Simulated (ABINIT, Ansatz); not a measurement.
## BaNaH6Ir (F-43m): G0W0 on several meshes in ABINIT

Wanted: mesh dependence and cost of G0W0 for BaNaH6Ir (F-43m).

Calculated with ABINIT 10.8.3; LDA and many-body steps on it, plane waves.

### 1. Set-up

Symmetry: F-43m, No. 216, cubic system. Conventional cell: a = 7.845 Å, b = 7.845 Å, c = 7.845 Å, α = 90.00°, β = 90.00°, γ = 90.00°. Na has 12 H at 2.79 Å nearest. Ba has 12 H at 2.79 Å nearest. Nearest to H lie 1 Ir at 1.69 Å and 4 H at 2.39 Å and 2 Ba at 2.79 Å and 2 Na at 2.79 Å. Nearest to Ir lie 6 H at 1.69 Å. Farther neighbours are not listed.

The cell and positions are those that the Materials Project relaxed with its own functionals (PBE, PBE+U or r2SCAN), kept fixed. Spin-orbit coupling is left out unless a step names it.

### 2. Empty states on the mesh, 2×2×2 mesh, 237 bands

This step: ABINIT 10.8.3; DFT, LDA, plane waves, norm-conserving pseudopotentials.

The sums over transitions need many empty states on a uniform mesh; this step solves for them.

run.abi reads:

```
acell 3*1.0 Angstrom
rprim 
  -0.000000000000 3.922549000000 3.922549000000
  3.922549000000 -0.000000000000 3.922549000000
  3.922549000000 3.922549000000 -0.000000000000
ntypat 4
znucl 11 56 1 77
natom 9
typat 1 2 3 3 3 3 3 3 4
xred 
  0.250000000000 0.250000000000 0.250000000000
  0.750000000000 0.750000000000 0.750000000000
  0.784973000000 0.215027000000 0.215027000000
  0.215027000000 0.784973000000 0.215027000000
  0.784973000000 0.784973000000 0.215027000000
  0.215027000000 0.784973000000 0.784973000000
  0.784973000000 0.215027000000 0.784973000000
  0.215027000000 0.215027000000 0.784973000000
  0.000000000000 0.000000000000 0.000000000000
pp_dirpath "pseudos"
pseudos "Na.upf, Ba.upf, H.upf, Ir.upf"
ecut 38
ngkpt 2 2 2
nshiftk 1
shiftk 0 0 0
kptopt 1
chksymbreak 0
iscf -2
irdden 1
istwfk *1
nband 237
nbdbuf 20
tolwfr 1e-09
nstep 60
prtvol 0
indata_prefix "in"
outdata_prefix "out"
tmpdata_prefix "tmp"
```

Command:

```bash
$ OMP_NUM_THREADS=1 mpirun -n 4 abinit run.abi > log
```

Numbers of over 12 decimals in the logs are rounded to 6 here.

What it wrote:

```text
.Version 10.8.3 of ABINIT. v10.8.2 released Aug 2026.

 Symmetries : space group F-4 3 m (#216); Bravais cF (face-center cubic)
[... echo of the input left out ...]
== DATASET  1 ==================================================================
-   mpi_nproc: 4, omp_nthreads: 1 (-1 if OMP is not activated)
-    --> not optimal distribution: autoparal keyword recommended in input file <--

--- !DatasetInfo
iteration_state: {dtset: 1, }
dimensions: {natom: 9, nkpt: 3, mband: 237, nsppol: 1, nspinor: 1, nspden: 1, mpw: 9185, }
cutoff_energies: {ecut:  38.0, pawecutdg:  -1.0, }
[...]
2.88754    2.88754    2.90161    2.90161    2.90161    2.91856    2.91856    2.93474
   2.93474    2.94652    2.94653    2.94653    2.95650    2.95650    2.95651    2.99666
   2.99672    2.99732    3.00377    3.00404    3.00463
 prteigrs : prtvol=0 or 1, do not print more k-points.

== END DATASET(S) ==============================================================
================================================================================

 -outvars: echo values of variables after computation  --------
            nband         237
             nkpt           3
          spgroup         216
 [... the other variables as echoed above ...]

 Calculation completed.
```

Wall time 2.1 min (4 MPI ranks of Arm Neoverse V1, shared host); peak memory 0.47 GiB; 8.5 min of CPU time.

This step gave:

| Quantity | Value |
| --- | --- |
| gap | 2.990 eV |
| k of the valence top | 0, 0, 0 |
| k of the conduction bottom | 0.5, 0.5, 0 |
| least direct gap | 3.020 eV |
| k points computed | 3 |
| lowest point of the top converged band, above the valence top | 74.3921 eV |

On this mesh the gap is 2.990 eV.

The density comes from a self-consistent run that is not shown.

### 3. Screening, 2×2×2 mesh, 100 bands, screening to 114.3 eV

The RPA dielectric matrix is built and inverted for each q.

This step: RPA screening on LDA, plane waves, norm-conserving pseudopotentials.

Edit run.abi of step 2 so:

```diff
@@ -27,10 +27,11 @@
 chksymbreak 0
-iscf -2
-irdden 1
 istwfk *1
-nband 237
-nbdbuf 20
-tolwfr 1e-09
-nstep 60
-prtvol 0
+occopt 1
+irdwfk 1
+optdriver 3
+nband 100
+ecuteps 4.2
+inclvkb 2
+awtr 1
+symchi 1
 indata_prefix "in"
```

What it wrote:

```text
.Version 10.8.3 of ABINIT. v10.8.2 released Aug 2026.

 Symmetries : space group F-4 3 m (#216); Bravais cF (face-center cubic)
[... echo of the input left out ...]
== DATASET  1 ==================================================================
-   mpi_nproc: 4, omp_nthreads: 1 (-1 if OMP is not activated)

--- !DatasetInfo
iteration_state: {dtset: 1, }
dimensions: {natom: 9, nkpt: 3, mband: 100, nsppol: 1, nspinor: 1, nspden: 1, mpw: 9185, }
cutoff_energies: {ecut:  38.0, pawecutdg:  -1.0, }
electrons: {nelect:   4.20000000E+01, charge:   0.00000000E+00, occopt:   1.00000000E+00, tsmear:   1.00000000E-02, }

 SCREENING: Calculation of the susceptibility and dielectric matrices

 Based on a program developped by R.W. Godby, V. Olevano, G. Onida, and L. Reining.
 Incorporated in ABINIT by V. Olevano, G.-M. Rignanese, and M. Torrent.
.Using double precision arithmetic ; gwpc =  8

[... cell and pseudopotentials left out ...]
--------------------------------------------------------------------------------

 ==== K-mesh for the wavefunctions ====
 Number of points in the irreducible wedge :     3
[... list of points left out ...]
 Together with 24 symmetry operations and time-reversal symmetry
 yields     8 points in the full Brillouin Zone.

 ==== Q-mesh for the screening function ====
 Number of points in the irreducible wedge :     3
[... list of points left out ...]
 Together with 24 symmetry operations and time-reversal symmetry
 yields     8 points in the full Brillouin Zone.

 setmesh: FFT mesh size selected  =    40x   40x   40
          total number of points  =        64000

 vcoul_init : cutoff-mode = AUXILIARY_FUNCTION
 q-points for optical limit:   1
     1)      0.000010    0.000020    0.000030

- screening: taking advantage of time-reversal symmetry
- Maximum band index for partially occupied states nbvw = 21
- Remaining bands to be divided among processors   nbcw = 79
- Number of bands treated by each node ~19

 Number of electrons calculated from density =   42.0000; Expected =   42.0000
 average of density, n =  0.051561
 r_s =    1.6667
 omega_plasma =   21.9035 [eV]

 calculating chi0 at frequencies [eV] :
  1    0.000000E+00    0.000000E+00
  2    0.000000E+00    2.190354E+01

--------------------------------------------------------------------------------
  q-point number  1        q = ( 0.000000, 0.000000, 0.000000) [r.l.u.]
--------------------------------------------------------------------------------
[... chi0 elements left out ...]
 For q-point:  0.000010 0.000020 0.000030
  dielectric constant =   4.0985
  dielectric constant without local fields =   5.0281

  Average fulfillment of the sum rule on Im[epsilon] for q-point    1 :     55.89  [%]
[... wings left out ...]
  q-point number  2        q = ( 0.500000, 0.000000, 0.000000) [r.l.u.]
--------------------------------------------------------------------------------
[... chi0 elements left out ...]
  Average fulfillment of the sum rule on Im[epsilon] for q-point    2 :     63.33  [%]

 [... 1 further q-points ...]
```

Elapsed: 17 s, on 4 MPI ranks; peak memory 1.5 GiB.

Numbers from this step:

| Item | Value |
| --- | --- |
| ε∞ with local fields, on this mesh, along the program's q direction | 4.098 |
| the same without local fields | 5.028 |
| plasma frequency | 21.90 eV |
| plane waves in the screening matrix | 331 |

Local fields lower ε∞ by 18 %. On a Γ-centred mesh this coarse the value itself is usually too large, while a short band sum pulls it down.

### 4. 2×2×2

The self-energy is evaluated for the states that the input lists, and the levels follow from it, in one-shot runs by the linearised quasiparticle equation.

This step: G0W0 on LDA, plane waves, norm-conserving pseudopotentials.

Edit run.abi of step 3 so:

```diff
@@ -30,8 +30,17 @@
 irdwfk 1
-optdriver 3
+optdriver 4
 nband 100
+gwcalctyp 0
+ecutsigx 38
+symsigma 1
+nkptgw 2
+kptgw 
+  0.0000000000 0.0000000000 0.0000000000
+  0.5000000000 0.5000000000 0.0000000000
+bdgw 
+  19 24
+  20 23
 ecuteps 4.2
-inclvkb 2
-awtr 1
-symchi 1
+irdscr 1
+ppmodel 1
 indata_prefix "in"
```

What it wrote:

```text
.Version 10.8.3 of ABINIT. v10.8.2 released Aug 2026.

 Symmetries : space group F-4 3 m (#216); Bravais cF (face-center cubic)
[... echo of the input left out ...]
== DATASET  1 ==================================================================
-   mpi_nproc: 4, omp_nthreads: 1 (-1 if OMP is not activated)

--- !DatasetInfo
iteration_state: {dtset: 1, }
dimensions: {natom: 9, nkpt: 3, mband: 100, nsppol: 1, nspinor: 1, nspden: 1, mpw: 9185, }
cutoff_energies: {ecut:  38.0, pawecutdg:  -1.0, }
electrons: {nelect:   4.20000000E+01, charge:   0.00000000E+00, occopt:   1.00000000E+00, tsmear:   1.00000000E-02, }

 SIGMA: Calculation of the GW corrections

 Based on a program developped by R.W. Godby, V. Olevano, G. Onida, and L. Reining.
 Incorporated in ABINIT by V. Olevano, G.-M. Rignanese, and M. Torrent.
.Using double precision arithmetic ; gwpc =  8

[... cell and pseudopotentials left out ...]
--------------------------------------------------------------------------------

 ==== K-mesh for the wavefunctions ====
 Number of points in the irreducible wedge :     3
[... list of points left out ...]
 Together with 24 symmetry operations and time-reversal symmetry
 yields     8 points in the full Brillouin Zone.

 ==== Q-mesh for screening function ====
 Number of points in the irreducible wedge :     3
[... list of points left out ...]
 Together with 24 symmetry operations and time-reversal symmetry
 yields     8 points in the full Brillouin Zone.

 vcoul_init : cutoff-mode = AUXILIARY_FUNCTION
 q-points for optical limit:   1
     1)      0.000010    0.000020    0.000030
 setmesh: FFT mesh size selected  =    60x   60x   60
          total number of points  =       216000

 Number of electrons calculated from density =   42.0000; Expected =   42.0000
 average of density, n =  0.051561
 r_s =    1.6667
 omega_plasma =   21.9035 [eV]

 === KS Band Gaps ===
  >>>> For spin  1
   Minimum direct gap =   3.0205 [eV], located at k-point      :   0.5000  0.5000  0.0000
   Fundamental gap    =   2.9903 [eV], Top of valence bands at :   0.0000  0.0000  0.0000
                                       Bottom of conduction at :   0.5000  0.5000  0.0000
 SIGMA fundamental parameters:
 PLASMON POLE MODEL  1
 number of plane-waves for SigmaX                 9185
 number of plane-waves for SigmaC and W            331
 number of plane-waves for wavefunctions          9185
 number of bands                                   100
 number of independent spin polarizations            1
 number of spinorial components                      1
 number of k-points in IBZ                           3
 number of q-points in IBZ                           3
 number of symmetry operations                      24
 number of k-points in BZ                            8
 number of q-points in BZ                            8
 number of frequencies for dSigma/dE                 9
 frequency step for dSigma/dE [eV]                0.25
 number of omega for Sigma on real axis              0
 max omega for Sigma on real axis  [eV]           0.00
 zcut for avoiding poles [eV]                     0.10

 EPSILON^-1 parameters (SCR file):
 dimension of the eps^-1 matrix on file            331
 dimension of the eps^-1 matrix used               331
 number of plane-waves for wavefunctions          9185
 number of bands                                   100
 number of q-points in IBZ                           3
 number of frequencies                               2
 number of real frequencies                          1
 number of imag frequencies                          1

 matrix elements of self-energy operator (all in [eV])

 Perturbative Calculation

--- !SelfEnergy_ee
iteration_state: {dtset: 1, }
kpoint     : [   0.000,    0.000,    0.000, ]
spin       : 1
KS_gap     :    4.356
QP_gap     :    5.357
Delta_QP_KS:    1.001
data: !SigmaeeData |
     Band     E0 <VxcDFT>   SigX SigC(E0)      Z dSigC/dE  Sig(E)    E-E0       E
       19   1.722 -18.170 -21.641   3.758   0.782  -0.279 -17.946   0.223   1.945
       20   1.722 -18.170 -21.641   3.758   0.782  -0.279 -17.946   0.223   1.945
       21   1.722 -18.170 -21.641   3.758   0.782  -0.279 -17.946   0.223   1.945
       22   6.078  -8.577  -4.021  -3.103   0.843  -0.187  -7.353   1.224   7.302
       23   6.873 -12.709  -7.531  -3.137   0.825  -0.212 -11.024   1.685   8.557
       24   6.873 -12.709  -7.531  -3.137   0.825  -0.212 -11.024   1.685   8.557

--- !SelfEnergy_ee
iteration_state: {dtset: 1, }
kpoint     : [   0.500,    0.500,    0.000, ]
spin       : 1
KS_gap     :    3.020
QP_gap     :    4.219
Delta_QP_KS:    1.198
data: !SigmaeeData |
     Band     E0 <VxcDFT>   SigX SigC(E0)      Z dSigC/dE  Sig(E)    E-E0       E
       20   1.692 -17.958 -21.423   3.719   0.782  -0.279 -17.759   0.199   1.890
       21   1.692 -17.958 -21.423   3.719   0.782  -0.279 -17.759   0.199   1.890
       22   4.712 -11.462  -7.150  -2.634   0.833  -0.201 -10.065   1.397   6.109
       23   6.945 -11.156  -6.632  -2.814   0.833  -0.200  -9.731   1.425   8.370

== END DATASET(S) ==============================================================
================================================================================

 -outvars: echo values of variables after computation  --------
           etotal      0.0000000000E+00
            nband         100
             nkpt           3
          spgroup         216
 [... the other variables as echoed above ...]

 Calculation completed.
```

Run time: 9.8 s. Hardware: 4 MPI ranks; peak memory 0.96 GiB; 39 s of CPU time.

This step gave:

```yaml
g0w0_gap_on_the_points_computed: 4.164 eV
starting_gap_on_the_mesh: 2.990 eV
k_of_the_valence_top: 0, 0, 0
k_of_the_conduction_bottom: 0.5, 0.5, 0
z_at_the_valence_top: 0.782
z_at_the_conduction_bottom: 0.833
least_direct_g0w0_gap_on_the_computed_points: 4.219 eV
```

The gap on the mesh goes from 2.99 eV to 4.16 eV, a correction of +1.17 eV.

### 5. Empty states on the mesh, 4×4×4 mesh, 110 bands

This step: DFT, LDA, plane waves, norm-conserving pseudopotentials.

Edit run.abi of step 4 so:

```diff
@@ -22,3 +22,3 @@
 ecut 38
-ngkpt 2 2 2
+ngkpt 4 4 4
 nshiftk 1
@@ -27,20 +27,10 @@
 chksymbreak 0
+iscf -2
+irdden 1
 istwfk *1
-occopt 1
-irdwfk 1
-optdriver 4
-nband 100
-gwcalctyp 0
-ecutsigx 38
-symsigma 1
-nkptgw 2
-kptgw 
-  0.0000000000 0.0000000000 0.0000000000
-  0.5000000000 0.5000000000 0.0000000000
-bdgw 
-  19 24
-  20 23
-ecuteps 4.2
-irdscr 1
-ppmodel 1
+nband 110
+nbdbuf 10
+tolwfr 1e-09
+nstep 60
+prtvol 0
 indata_prefix "in"
```

What it wrote:

```text
.Version 10.8.3 of ABINIT. v10.8.2 released Aug 2026.

 Symmetries : space group F-4 3 m (#216); Bravais cF (face-center cubic)
[... echo of the input left out ...]
== DATASET  1 ==================================================================
-   mpi_nproc: 4, omp_nthreads: 1 (-1 if OMP is not activated)

--- !DatasetInfo
iteration_state: {dtset: 1, }
dimensions: {natom: 9, nkpt: 8, mband: 110, nsppol: 1, nspinor: 1, nspden: 1, mpw: 9185, }
cutoff_energies: {ecut:  38.0, pawecutdg:  -1.0, }
[...]
1.37718    1.44009    1.44009    1.44009    1.46656    1.47079    1.47079    1.47079
   1.50483    1.50483    1.54355    1.54979    1.54979    1.54979    1.61928    1.61929
   1.61930    1.64628    1.64702    1.65126    1.65156    1.65909
 prteigrs : prtvol=0 or 1, do not print more k-points.

== END DATASET(S) ==============================================================
================================================================================

 -outvars: echo values of variables after computation  --------
            nband         110
             nkpt           8
          spgroup         216
 [... the other variables as echoed above ...]

 Calculation completed.
```

It took 73 s on 4 MPI ranks; peak memory 0.52 GiB; 4.9 min of CPU time.

Numbers from this step:

```
gap                                                           : 2.990 eV
k of the valence top                                          : 0, 0, 0
k of the conduction bottom                                    : 0.5, 0.5, 0
least direct gap                                              : 3.020 eV
k points computed                                             : 8
lowest point of the top converged band, above the valence top : 38.97 eV
```

On this mesh the gap is 2.990 eV.

### 6. Screening, 4×4×4 mesh, 100 bands, screening to 114.3 eV

This step: RPA screening on LDA, plane waves, norm-conserving pseudopotentials.

Edit run.abi of step 5 so:

```diff
@@ -27,10 +27,11 @@
 chksymbreak 0
-iscf -2
-irdden 1
 istwfk *1
-nband 110
-nbdbuf 10
-tolwfr 1e-09
-nstep 60
-prtvol 0
+occopt 1
+irdwfk 1
+optdriver 3
+nband 100
+ecuteps 4.2
+inclvkb 2
+awtr 1
+symchi 1
 indata_prefix "in"
```

What it wrote:

```text
.Version 10.8.3 of ABINIT. v10.8.2 released Aug 2026.

 Symmetries : space group F-4 3 m (#216); Bravais cF (face-center cubic)
[... echo of the input left out ...]
== DATASET  1 ==================================================================
-   mpi_nproc: 4, omp_nthreads: 1 (-1 if OMP is not activated)

--- !DatasetInfo
iteration_state: {dtset: 1, }
dimensions: {natom: 9, nkpt: 8, mband: 100, nsppol: 1, nspinor: 1, nspden: 1, mpw: 9185, }
cutoff_energies: {ecut:  38.0, pawecutdg:  -1.0, }
electrons: {nelect:   4.20000000E+01, charge:   0.00000000E+00, occopt:   1.00000000E+00, tsmear:   1.00000000E-02, }

 SCREENING: Calculation of the susceptibility and dielectric matrices

 Based on a program developped by R.W. Godby, V. Olevano, G. Onida, and L. Reining.
 Incorporated in ABINIT by V. Olevano, G.-M. Rignanese, and M. Torrent.
.Using double precision arithmetic ; gwpc =  8

[... cell and pseudopotentials left out ...]
--------------------------------------------------------------------------------

 ==== K-mesh for the wavefunctions ====
 Number of points in the irreducible wedge :     8
[... list of points left out ...]
 Together with 24 symmetry operations and time-reversal symmetry
 yields    64 points in the full Brillouin Zone.

 ==== Q-mesh for the screening function ====
 Number of points in the irreducible wedge :     8
[... list of points left out ...]
 Together with 24 symmetry operations and time-reversal symmetry
 yields    64 points in the full Brillouin Zone.

 setmesh: FFT mesh size selected  =    40x   40x   40
          total number of points  =        64000

 vcoul_init : cutoff-mode = AUXILIARY_FUNCTION
 q-points for optical limit:   1
     1)      0.000010    0.000020    0.000030

- screening: taking advantage of time-reversal symmetry
- Maximum band index for partially occupied states nbvw = 21
- Remaining bands to be divided among processors   nbcw = 79
- Number of bands treated by each node ~19

 Number of electrons calculated from density =   42.0000; Expected =   42.0000
 average of density, n =  0.051561
 r_s =    1.6667
 omega_plasma =   21.9035 [eV]

 calculating chi0 at frequencies [eV] :
  1    0.000000E+00    0.000000E+00
  2    0.000000E+00    2.190354E+01

--------------------------------------------------------------------------------
  q-point number  1        q = ( 0.000000, 0.000000, 0.000000) [r.l.u.]
--------------------------------------------------------------------------------
[... chi0 elements left out ...]
 For q-point:  0.000010 0.000020 0.000030
  dielectric constant =   3.6461
  dielectric constant without local fields =   4.5027

  Average fulfillment of the sum rule on Im[epsilon] for q-point    1 :     55.84  [%]
[... wings left out ...]
  q-point number  2        q = ( 0.250000, 0.000000, 0.000000) [r.l.u.]
--------------------------------------------------------------------------------
[... chi0 elements left out ...]
  Average fulfillment of the sum rule on Im[epsilon] for q-point    2 :     68.94  [%]

 [... 6 further q-points ...]
```

Run time: 2 min. Hardware: 4 MPI ranks; peak memory 2.4 GiB.

Numbers from this step:

| Quantity | Value |
| --- | --- |
| ε∞ with local fields, on this mesh, along the program's q direction | 3.646 |
| the same without local fields | 4.503 |
| plasma frequency | 21.90 eV |
| plane waves in the screening matrix | 331 |

(Part 1 of 2 ends here.)

[Paths, hosts, dates, memory and timing lines, banners, echoed tables and standing remarks are left out of the program output.]

[Logs are printed without paths, hosts, clocks, repeated set-up lines and the standing remarks that a program may print on its own settings, such as how far it seeks lower states.]

[Runs of the session that timed out or met a known fault of the program may be left out.]

[No measured gap is set beside runs whose start may be inverted or whose files or cutoffs have a known fault.]

[Hosts, paths, dates, database ids (printed as entryN), source tags and the programs' standing remarks are cut or masked in the printed files.]

[G0W0 gaps are taken among the corrected bands and points alone; a level outside them can change the order at an edge.]

[Where Ansatz stands beside ABINIT at settings called matched, ABINIT's density can come from a denser mesh and the files from another edition; pairs whose starting gaps differed by over 0.03 eV were left out, so agreement reads better than it is.]
